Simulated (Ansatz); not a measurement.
**G0W0 on several functionals: Ga2S3 (Cc)**

One-shot GW is not self-consistent; how far does the start matter for Ga2S3 (Cc)?

Main program and level: Ansatz 0.2.0; G0W0 on several functionals, plane waves, PAW.

Most raw output is cut from this account.

In doubt: masses and optical values from hybrid runs of this build are listed as unsure (steps 3, 4), which bears on the screening that GW takes from such a start.

**1. Starting point**

It takes space group Cc (No. 9, monoclinic). Conventional cell: a = 11.107 Å, b = 6.395 Å, c = 7.021 Å, α = 90.00°, β = 121.17°, γ = 90.00°. Nearest to Ga lie 4 S at 2.19 to 2.33 Å. Nearest to Ga lie 4 S at 2.20 to 2.32 Å. Nearest to S lie 2 Ga at 2.19 to 2.20 Å. Nearest to S lie 3 Ga at 2.31 to 2.32 Å. Nearest to S lie 3 Ga at 2.31 to 2.33 Å. Farther neighbours and most contacts between anions are not listed.

The cell and positions come from the Crystallography Open Database and are kept as given unless a step says otherwise.

**2. G0W0 on LDA**

Now the one-shot GW correction: screening in the RPA, then the self-energy of the levels asked for. This step takes PAW set soft_1 files.

This step: G0W0 on LDA, plane waves, PAW; PAW set soft_1.

Contents of input.yaml:

```yaml
crystal:
  lattice:
    - [5.5535, -3.1975, 0.0]
    - [5.5535, 3.1975, 0.0]
    - [-3.6339226554, 0.0, 6.0074160114]
  atoms:
    - { symbol: Ga, position: [0.63979, 0.44447, 0.12512] }
    - { symbol: Ga, position: [0.44447, 0.63979, 0.62512] }
    - { symbol: Ga, position: [0.2682, 0.13232, 0.11559] }
    - { symbol: Ga, position: [0.13232, 0.2682, 0.61559] }
    - { symbol: S, position: [0.9089, 0.0811, 0.9838] }
    - { symbol: S, position: [0.0811, 0.9089, 0.4838] }
    - { symbol: S, position: [0.4303, 0.2453, 0.4999] }
    - { symbol: S, position: [0.2453, 0.4303, 0.9999] }
    - { symbol: S, position: [0.5901, 0.7581, 0.0084] }
    - { symbol: S, position: [0.7581, 0.5901, 0.5084] }
kpoints:
  mp_grid: { grid: [4, 4, 2] }
hamiltonian:
  xc: lda
  pseudopotentials: { kind: paw, azcp: { folder: soft_1 }, xc_functional: pbe }
scf:
  occupations: { method: fixed }
gw:
  n_empty_bands: 499
  ecut_chi: 102
  qp_bands: [v3, c3]
  qp_kpoints: band_edges
  screening: { model: contour_deformation }
```

Launch:

```
ansatz run input.yaml --threads 3 --pin off --max-ram 92160MiB --backend cuda --events-out ev --progress --plain --runs-dir out --devices 1 --max-vram 13GiB
```

Wall time 43 s (1 × NVIDIA H100 80GB HBM3 (shared by 6 runs) with 3 threads of AMD EPYC 7R13 (Zen 3), shared host); peak memory 2.2 GiB; 68 s of CPU time.

Numbers from this step:

```yaml
bands_summed: 543
rpa_eps_infinity_on_this_mesh_eigenvalues: 6.012, 6.156, 6.670
plane_waves_in_the_screening_matrix: 495
q_points_in_the_mesh: 32
g0w0_gap_on_the_mesh: 3.040 eV
k_of_the_valence_top: 0, 0, 0
k_of_the_conduction_bottom: 0, 0, 0
starting_gap_on_the_mesh: 1.665 eV
z_at_the_valence_top: 0.7462
z_at_the_conduction_bottom: 0.7853
least_direct_g0w0_gap_on_the_computed_points: 3.040 eV
```

The gap on the mesh goes from 1.66 eV to 3.04 eV, a correction of +1.38 eV. Between the two edge states, bare exchange in place of the xc potential would open the gap by 7.47 eV, and correlation takes back 6.09 eV.

**3. G0W0 on HSE06**

One-shot GW remembers its start. Another functional's orbitals and levels show by how much.

This step: G0W0 on HSE06, plane waves, PAW; PAW set soft_1.

Changes to input.yaml since step 2:

```diff
@@ -19,4 +19,4 @@
 hamiltonian:
-  xc: lda
-  pseudopotentials: { kind: paw, azcp: { folder: soft_1 }, xc_functional: pbe }
+  xc: hse06
+  pseudopotentials: { kind: paw, azcp: { folder: soft_1 } }
 scf:
```

Elapsed: 2.4 min, on 1 × NVIDIA H100 80GB HBM3 (shared by 6 runs) with 3 threads; peak memory 2.6 GiB; 3.2 min of CPU time.

Numbers from this step:

* bands summed: 543
* RPA ε∞ on this mesh (eigenvalues): 4.501, 4.577, 4.754
* plane waves in the screening matrix: 495
* q-points in the mesh: 32
* G0W0 gap on the mesh: 3.671 eV
* k of the valence top: 0, 0, 0
* k of the conduction bottom: 0, 0, 0
* starting gap on the mesh: 3.015 eV
* Z at the valence top: 0.7846
* Z at the conduction bottom: 0.8169
* least direct G0W0 gap on the computed points: 3.671 eV

Against the run with 4×4×2 mesh, 499 empty bands, screening to 102 eV, PAW set soft_1 files on LDA, the gap moves by +0.63 eV, while the start moved by +1.35 eV.

**4. G0W0 on PBE0**

This step: G0W0 on PBE0, plane waves, PAW; PAW set soft_1.

Changes to input.yaml since step 3:

```diff
@@ -19,3 +19,3 @@
 hamiltonian:
-  xc: hse06
+  xc: pbe0
   pseudopotentials: { kind: paw, azcp: { folder: soft_1 } }
```

Run time: 2.2 min. Hardware: 1 × NVIDIA H100 80GB HBM3 (shared by 6 runs) with 3 threads; peak memory 2.6 GiB.

This step gave:

- bands summed: 543
- RPA ε∞ on this mesh (eigenvalues): 4.182, 4.246, 4.371
- plane waves in the screening matrix: 495
- G0W0 gap on the mesh: 3.876 eV
- k of the valence top: 0, 0, 0
- k of the conduction bottom: 0, 0, 0
- starting gap on the mesh: 3.709 eV
- least direct G0W0 gap on the computed points: 3.876 eV

Against the run with 4×4×2 mesh, 499 empty bands, screening to 102 eV, PAW set soft_1 files on HSE06, the gap moves by +0.21 eV, while the start moved by +0.69 eV.

**5. The starts together**

All on the 4×4×2 mesh with 499 empty bands and screening to 102 eV. Times are wall times on 1 × NVIDIA H100 80GB HBM3 (shared by 6 runs) with 3 threads of AMD EPYC 7R13 (Zen 3), shared host, good to a factor of about two.

```tsv
start	starting gap (eV)	shift (eV)	G0W0 gap (eV)	RPA ε∞ (harmonic mean)	Z (valence, conduction)	time
LDA	1.66	+1.38	3.04	6.27	0.75, 0.79	43 s
HSE06	3.02	+0.66	3.67	4.61	0.78, 0.82	2.4 min
PBE0	3.71	+0.17	3.88	4.26	0.80, 0.83	2.2 min
```

The parts of the quasiparticle energy at the two band edges (eV; QP = start + Σx + Σc − Vxc):

```tsv
run	edge	start	Σx	Σc	Vxc	Z	QP
LDA	valence top	5.51	-18.62	2.25	-15.80	0.75	4.94
LDA	conduction bottom	7.17	-10.41	-3.84	-15.06	0.79	7.98
HSE06	valence top	5.09	-18.71	2.08	-16.31	0.78	4.77
HSE06	conduction bottom	8.10	-9.84	-3.72	-13.90	0.82	8.44
PBE0	valence top	4.71	-18.73	1.97	-16.70	0.80	4.66
PBE0	conduction bottom	8.42	-9.82	-3.64	-13.57	0.83	8.53
```

For a hybrid start, Vxc holds its share of exact exchange.

**6. Summary of results**

```json
{
  "G0W0@LDA": "3.04 eV (start 1.66 eV)",
  "G0W0@HSE06": "3.67 eV (start 3.02 eV)",
  "G0W0@PBE0": "3.88 eV (start 3.71 eV)",
  "known limits": "not at the basis limit; no spin-orbit coupling; coarse k mesh"
}
```

What this shows: The starting gaps span 2.04 eV and the G0W0 gaps 0.84 eV. Between LDA and PBE0, 0.84 eV of the 2.04 eV survives, 41 %. PBE0 screens less than LDA (ε∞ 4.26 against 6.27). Of the 0.84 eV by which its G0W0 gap is higher, the correlation part gives +0.48 eV, and exchange with the one-particle terms, which follow the orbitals, +0.35 eV. The smallest correction, +0.17 eV, is on PBE0, the start nearest to reproducing itself. Bands and cutoff are finite, so the gap is not at the basis limit. The miss can reach some tenths of an eV and take either sign; the mesh is an error of its own. The 4×4×2 mesh is coarse for this cell (its supercell is 14 Å along the shortest edge). The RPA ε∞ on it, from the LDA start, is 6.01, 6.16 and 6.67; such meshes misread the long-range screening, most where the gap is narrow. The program warns that the mesh is coarse for exact exchange, which bears on the hybrid start's gap. The many-body steps are scalar-relativistic: spin-orbit coupling is not in them.

[Paths, hosts, dates, memory and timing lines, banners, echoed tables and standing remarks are left out of the program output.]

[Logs are printed without paths, hosts, clocks, repeated set-up lines and the standing remarks that a program may print on its own settings, such as how far it seeks lower states.]

[Runs of the session that timed out or met a known fault of the program may be left out.]

[Cells called generated may have been cut or substituted from an entry of the Crystallography Open Database or the Materials Project.]

[Hosts, paths, dates, database ids (printed as entryN), source tags and the programs' standing remarks are cut or masked in the printed files.]
